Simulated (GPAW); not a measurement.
# N/Mo(110): converging a work function, part 2 of 2

Wanted: a convergence study on the slab N/Mo(110).

GPAW 26.7.0; GPAW, PAW setups; slab in vacuum.

So far, upper work function (eV): step 2 (relaxation) 6.14; step 3 (plane waves, PBE) 6.14.

**6. Cutoff 700: ecut = 700**

run.py reads:

```python
import json
import numpy as np
from ase import Atoms
from gpaw import GPAW, PW

slab = Atoms(
    ['Mo', 'Mo', 'Mo', 'Mo', 'N'],
    positions=[
        [0.00000, 0.00000, 9.00000],
        [2.22739, -0.00000, 11.22739],
        [0.00000, 0.00000, 13.45749],
        [2.22739, -0.00000, 15.80899],
        [0.00000, -0.00000, 16.85195]],
    cell=[[2.22739, -1.575, 0.0], [2.22739, 1.575, 0.0], [0.0, 0.0, 26.28898]],
    pbc=[True, True, False])

slab.calc = GPAW(mode=PW(700), xc='PBE', kpts={'size': (12, 12, 1), 'gamma': True},
                 occupations={'name': 'fermi-dirac', 'width': 0.1}, nbands='140%',
                 convergence={'density': 1e-05}, maxiter=200,
                 poissonsolver={'dipolelayer': 'xy'},
                 symmetry={'tolerance': 1e-3}, txt='slab.txt')
result = {}
energy = slab.get_potential_energy()
fermi = slab.calc.get_fermi_level()
v = slab.calc.get_electrostatic_potential().mean((0, 1)) - fermi
n = slab.calc.get_pseudo_density().mean((0, 1))
L = slab.cell[2, 2]
z = np.arange(len(v)) * L / len(v)
low, high = slab.positions[:, 2].min(), slab.positions[:, 2].max()
below, above = np.interp([low - 6.8, high + 6.8], z, v)
slopes = [np.interp(x, z, np.gradient(v, z)) for x in (low - 6.8, high + 6.8)]
eps = np.array([[slab.calc.get_eigenvalues(k, s) for k in range(len(slab.calc.get_ibz_k_points()))]
                for s in range(slab.calc.get_number_of_spins())]) - fermi
top, bottom = eps[eps < 0].max(), eps[eps > 0].min()
dipole = slab.get_dipole_moment()[2]
print(f'energy {energy:.4f} eV, Fermi level {fermi:.4f} eV, dipole {dipole:.5f} e A')
print(f'potential 6.8 A off the faces, from the Fermi level: lower {below:.4f} eV, upper {above:.4f} eV')
print(f'slope of the potential there: lower {slopes[0]:.5f}, upper {slopes[1]:.5f} eV/A')
print(f'nearest levels on the mesh: {top:.4f} and {bottom:.4f} eV')
print('magnetic moment', round(slab.get_magnetic_moment(), 3))
result.update(energy=energy, fermi=fermi, dipole=dipole, below=below, above=above, slopes=slopes, edges=[top, bottom],
              z=z.tolist(), v=v.tolist(), n=n.tolist(), positions=slab.positions.tolist(),
              forces=slab.get_forces(apply_constraint=False).tolist(), moments=slab.get_magnetic_moments().tolist())
json.dump(result, open('result.json', 'w'))
```

Started as:

```
OMP_NUM_THREADS=1 OPENBLAS_NUM_THREADS=1 python run.py
```

Run time: 17 min. Hardware: 1 thread of Arm Neoverse N1, shared host; peak memory 0.53 GiB.

Numbers from this step:

```yaml
dipole_along_the_normal: -0.06257 e·Å
levels_nearest_the_fermi_level_on_the_mesh: -0.001927, 4.76e-4 eV from the Fermi level
upper_work_function: 6.179 eV
```

The electrostatic potential energy of an electron (without an applied field's), less the Fermi level, planar mean oscillates, so the rows of the table below give means over windows of 2.19 Å about each position, cut where the curve ends. Its maxima inside the range that stand out by 2 % of the span (Å: eV): 10.1: -2.06, 12.3: -2.04, 14.6: -1.25, 16.6: -14.0. Its minima: 9.0: -28.1, 11.2: -28.5, 13.5: -28.4, 15.7: -28.9, 16.8: -16.2.

The electrostatic potential energy of an electron (without an applied field's), less the Fermi level, planar mean by z; means over each step:

z (Å), electrostatic potential energy of an electron (without an applied field's), less the Fermi level, planar mean (eV) and a bar from the least value:
```
     1.09        4.6 ############################
     3.29        4.6 ############################
     5.48        4.5 ############################
     7.67       -1.8 ###################
     9.86      -13.2 ####
    12.05      -13.3 ####
    14.24      -12.4 #####
    16.43      -16.0 
    18.62        5.8 #############################
    20.81        6.2 ##############################
    23.00        6.2 ##############################
    25.19        6.1 ##############################
```

The pseudo valence density, planar mean oscillates, so the rows of the table below give means over windows of 2.27 Å about each position, cut where the curve ends. Its maxima inside the range that stand out by 2 % of the span (Å: e/Å³): 8.9: 1.95, 11.2: 1.98, 13.5: 1.99, 15.7: 1.96. Its minima: 10.1: 0.323, 12.3: 0.320, 14.6: 0.281.

The pseudo valence density, planar mean by z; means over each step:

```
z (Å)  pseudo valence density, planar mean (e/Å³)
 3.41                                      8.8e-6
 5.68                                     0.00207
 7.95                                       0.506
10.22                                       0.912
12.49                                       0.910
14.76                                       0.818
17.03                                       0.678
19.30                                     0.00294
21.57                                           0
```

Force by atom:

| atom | x (eV/Å) | y (eV/Å) | z (eV/Å) | size |
| --- | --- | --- | --- | --- |
| Mo1 | 0.000 | 0.000 | 0.689 | 0.689 |
| Mo2 | 0.000 | 0.000 | -0.670 | 0.670 |
| Mo3 | 0.000 | 0.000 | 0.019 | 0.019 |
| Mo4 | 0.000 | 0.000 | 0.055 | 0.055 |
| N5 | 0.000 | 0.000 | -0.088 | 0.088 |

The upper face's work function is 6.179 eV, against 6.139 eV in the first plane-wave PBE run at this geometry.

**7. K mesh 4×4**

The mesh in the plane samples the bands: a metal's Fermi level needs it dense, and band edges must lie on it.

Changes to run.py since step 6:

```diff
@@ -16,3 +16,3 @@
 
-slab.calc = GPAW(mode=PW(700), xc='PBE', kpts={'size': (12, 12, 1), 'gamma': True},
+slab.calc = GPAW(mode=PW(500), xc='PBE', kpts={'size': (4, 4, 1), 'gamma': True},
                  occupations={'name': 'fermi-dirac', 'width': 0.1}, nbands='140%',
```

The job ended after 89 s (1 thread; peak memory 0.22 GiB).

The run finished with changed settings (kpts = [4, 4]); it serves as a test.

Side by side:

```csv
quantity,this run,sound run,difference
dipole along the normal (e·Å),-0.059894,-0.060896,0.00100
upper work function (eV),6.0276,6.1393,-0.112
lower work function (eV),4.4811,4.5669,-0.0858
```

One result that differs is the lower work function, 4.48 eV against 4.57 eV.

**8. K mesh 7×7**

Changes to run.py since step 7:

```diff
@@ -16,3 +16,3 @@
 
-slab.calc = GPAW(mode=PW(500), xc='PBE', kpts={'size': (4, 4, 1), 'gamma': True},
+slab.calc = GPAW(mode=PW(500), xc='PBE', kpts={'size': (7, 7, 1), 'gamma': True},
                  occupations={'name': 'fermi-dirac', 'width': 0.1}, nbands='140%',
```

The job ended after 3.2 min (1 thread; peak memory 0.25 GiB).

The run finished with changed settings (kpts = [7, 7]); it serves as a test.

Side by side:

```csv
quantity,this run,sound run,difference
dipole along the normal (e·Å),-0.055188,-0.060896,0.00571
upper work function (eV),6.0747,6.1393,-0.0645
lower work function (eV),4.6496,4.5669,0.0827
```

The two runs differ clearly in the dipole along the normal: -0.0552 e·Å against -0.0609 e·Å.

**9. K mesh 18×18: kpts = [18, 18]**

Changes to run.py since step 8:

```diff
@@ -16,3 +16,3 @@
 
-slab.calc = GPAW(mode=PW(500), xc='PBE', kpts={'size': (7, 7, 1), 'gamma': True},
+slab.calc = GPAW(mode=PW(500), xc='PBE', kpts={'size': (18, 18, 1), 'gamma': True},
                  occupations={'name': 'fermi-dirac', 'width': 0.1}, nbands='140%',
```

It took 17 min on 1 thread; peak memory 0.57 GiB.

Numbers from this step:

| Quantity | Value |
| --- | --- |
| dipole along the normal | -0.06068 e·Å |
| levels nearest the Fermi level on the mesh | -0.002089, 0.004636 eV from the Fermi level |
| upper work function | 6.147 eV |
| lower work function | 4.580 eV |

The electrostatic potential energy of an electron (without an applied field's), less the Fermi level, planar mean by z:

| z (Å) | electrostatic potential energy of an electron (without an applied field's), less the Fermi level, planar mean (eV) |
| --- | --- |
| 0.0 | 5.36 |
| 0.5 | 4.58 |
| 1.0 | 4.58 |
| 1.5 | 4.58 |
| 2.0 | 4.58 |
| 2.5 | 4.58 |
| 3.0 | 4.58 |
| 3.5 | 4.58 |
| 4.0 | 4.58 |
| 4.5 | 4.58 |
| 5.0 | 4.57 |
| 5.5 | 4.56 |
| 6.0 | 4.53 |
| 6.5 | 4.41 |
| 7.0 | 4.02 |
| 7.5 | 2.78 |
| 8.0 | -1.17 |
| 8.5 | -13.5 |
| 9.0 | -28.0 |
| 9.5 | -13.6 |
| 10.0 | -2.45 |
| 10.5 | -6.66 |
| 11.0 | -24.4 |
| 11.5 | -22.8 |
| 12.0 | -5.64 |
| 12.5 | -2.78 |
| 13.0 | -15.4 |
| 13.5 | -28.2 |
| 14.0 | -12.2 |
| 14.5 | -1.68 |
| 15.0 | -5.03 |
| 15.5 | -22.0 |
| 16.0 | -26.5 |
| 16.5 | -14.1 |
| 17.0 | -11.6 |
| 17.5 | 2.64 |
| 18.0 | 5.55 |
| 18.5 | 6.04 |
| 19.0 | 6.12 |
| 19.5 | 6.14 |
| 20.0 | 6.14 |
| 20.5 | 6.14 |
| 21.0 | 6.14 |
| 21.5 | 6.15 |
| 22.0 | 6.15 |
| 22.5 | 6.15 |
| 23.0 | 6.15 |
| 23.5 | 6.15 |
| 24.0 | 6.15 |
| 24.5 | 6.15 |
| 25.0 | 6.15 |
| 25.5 | 6.15 |
| 26.0 | 5.97 |

The upper face's work function is 6.147 eV, against 6.139 eV in the first plane-wave PBE run at this geometry.

**10. Scheme Fermi-Dirac, smearing 0.01**

Smearing changes the occupations near the Fermi level, and with them the level itself. Smearing helps the SCF of a metal converge, but it blurs occupations at band edges near the Fermi level.

Changes to run.py since step 9:

```diff
@@ -16,4 +16,4 @@
 
-slab.calc = GPAW(mode=PW(500), xc='PBE', kpts={'size': (18, 18, 1), 'gamma': True},
-                 occupations={'name': 'fermi-dirac', 'width': 0.1}, nbands='140%',
+slab.calc = GPAW(mode=PW(500), xc='PBE', kpts={'size': (12, 12, 1), 'gamma': True},
+                 occupations={'name': 'fermi-dirac', 'width': 0.01}, nbands='140%',
                  convergence={'density': 1e-05}, maxiter=200,
```

It took 8.2 min on 1 thread; peak memory 0.36 GiB.

This step gave:

- dipole along the normal: -0.06168 e·Å
- levels nearest the Fermi level on the mesh: -0.007604, 0.001335 eV from the Fermi level
- upper work function: 6.120 eV
- lower work function: 4.528 eV

Electrostatic potential energy of an electron (without an applied field's), less the Fermi level, planar mean against z:

```csv
z (Å),"electrostatic potential energy of an electron (without an applied field's), less the Fermi level, planar mean (eV)"
0.0,5.32
0.5,4.53
1.0,4.53
1.5,4.53
2.0,4.53
2.5,4.53
3.0,4.53
3.5,4.53
4.0,4.53
4.5,4.53
5.0,4.52
5.5,4.51
6.0,4.48
6.5,4.36
7.0,3.98
7.5,2.74
8.0,-1.19
8.5,-13.6
9.0,-28.0
9.5,-13.6
10.0,-2.44
10.5,-6.67
11.0,-24.4
11.5,-22.8
12.0,-5.65
12.5,-2.78
13.0,-15.4
13.5,-28.2
14.0,-12.2
14.5,-1.69
15.0,-5.04
15.5,-22.0
16.0,-26.6
16.5,-14.1
17.0,-11.6
17.5,2.61
18.0,5.53
18.5,6.02
19.0,6.10
19.5,6.11
20.0,6.12
20.5,6.12
21.0,6.12
21.5,6.12
22.0,6.12
22.5,6.12
23.0,6.12
23.5,6.12
24.0,6.12
24.5,6.12
25.0,6.12
25.5,6.12
26.0,5.94
```

The upper face's work function is 6.120 eV, against 6.139 eV in the first plane-wave PBE run at this geometry.

**11. All levels side by side**

Times are for 1 thread of Arm Neoverse N1, shared host. Results by setting:

```
no.                                run  upper work function (eV)  lower work function (eV)     time  memory (GiB)
  1                                 pw                     6.139                     4.567  7.9 min          0.36
  2                         cutoff 700                     6.179                     4.567   17 min          0.53
  3                       k mesh 18×18                     6.147                     4.580   17 min          0.57
  4  scheme Fermi-Dirac, smearing 0.01                     6.120                     4.528  8.2 min          0.36
```

**12. Without the dipole layer**

The dipole layer is taken out and the cell repeats along the normal.

Changes to run.py since step 10:

```diff
@@ -14,8 +14,7 @@
     cell=[[2.22739, -1.575, 0.0], [2.22739, 1.575, 0.0], [0.0, 0.0, 26.28898]],
-    pbc=[True, True, False])
+    pbc=[True, True, True])
 
 slab.calc = GPAW(mode=PW(500), xc='PBE', kpts={'size': (12, 12, 1), 'gamma': True},
-                 occupations={'name': 'fermi-dirac', 'width': 0.01}, nbands='140%',
+                 occupations={'name': 'fermi-dirac', 'width': 0.1}, nbands='140%',
                  convergence={'density': 1e-05}, maxiter=200,
-                 poissonsolver={'dipolelayer': 'xy'},
                  symmetry={'tolerance': 1e-3}, txt='slab.txt')
```

It took 7.9 min on 1 thread; peak memory 0.36 GiB.

The run finished. A setting was moved off its sound value on purpose, so it serves as a test and not as the result.

The fault put into the input: no dipole layer on a slab with a dipole, so the vacuum potential tilts and no work function is defined (dipole = false and pbc_z = true).

Side by side:

```csv
quantity,this run,sound run,difference
dipole along the normal (e·Å),-0.10200,-0.060896,-0.0411
```

The two runs differ clearly in the dipole along the normal: -0.102 e·Å against -0.0609 e·Å.

**13. Side by side**

Results and costs are gathered.

This step: comparison of work functions, dipole and cost (GPAW 26.7.0).

Ladder, by row:

```
   step  code  work function, upper (eV)  work function, lower (eV)  dipole (e Å)  wall time (s)  peak memory (GiB)  threads
     pw  GPAW                      6.139                      4.567       -0.0609          475.4               0.36        1
ecut200  GPAW                       5.16                      4.615      -0.02425          135.3               0.18        1
ecut300  GPAW                      5.788                      4.569      -0.04526          210.9               0.23        1
ecut700  GPAW                      6.179                      4.567      -0.06257           1029               0.53        1
     k4  GPAW                      6.028                      4.481      -0.05989          88.94               0.22        1
     k7  GPAW                      6.075                       4.65      -0.05519          191.9               0.25        1
    k18  GPAW                      6.147                       4.58      -0.06068           1024               0.57        1
  smear  GPAW                       6.12                      4.528      -0.06168          493.2               0.36        1
  nodip  GPAW                          -                          -        -0.102          473.8               0.36        1
```

**14. Outcome**

```json
{
 "work function, upper and lower face": "6.139 and 4.567 eV",
 "dipole along the normal": "-0.0609 e Å"
}
```

**Reading.** With plane waves and PBE the work function is 6.14 eV on the upper face and 4.57 eV on the lower. The two faces differ by 1.6 eV, the step that the slab's dipole makes (e p/(ε0 A) gives 1.6 eV), so the dipole layer is needed. The other smearing (Fermi-Dirac of 0.01 eV in place of Fermi-Dirac of 0.1) moves the two faces by -0.019 and -0.039 eV on the same mesh; a mesh is converged only for its smearing. Over the sound runs of the table the upper face's work function spans 6.120 (smear) to 6.179 eV (ecut700). The cell of 7.02 Å² holds one N, started on one chosen site; other sites and coverages weren't tried. The in-plane lattice was kept as typed, which isn't the functional's own and leaves some strain; spin-orbit coupling and temperature are left out.

[Logs are printed without paths, hosts, clocks, repeated set-up lines and the standing remarks that a program may print on its own settings, such as how far it seeks lower states.]

[Hosts, paths, dates, database ids (printed as entryN), source tags and the programs' standing remarks are cut or masked in the printed files.]
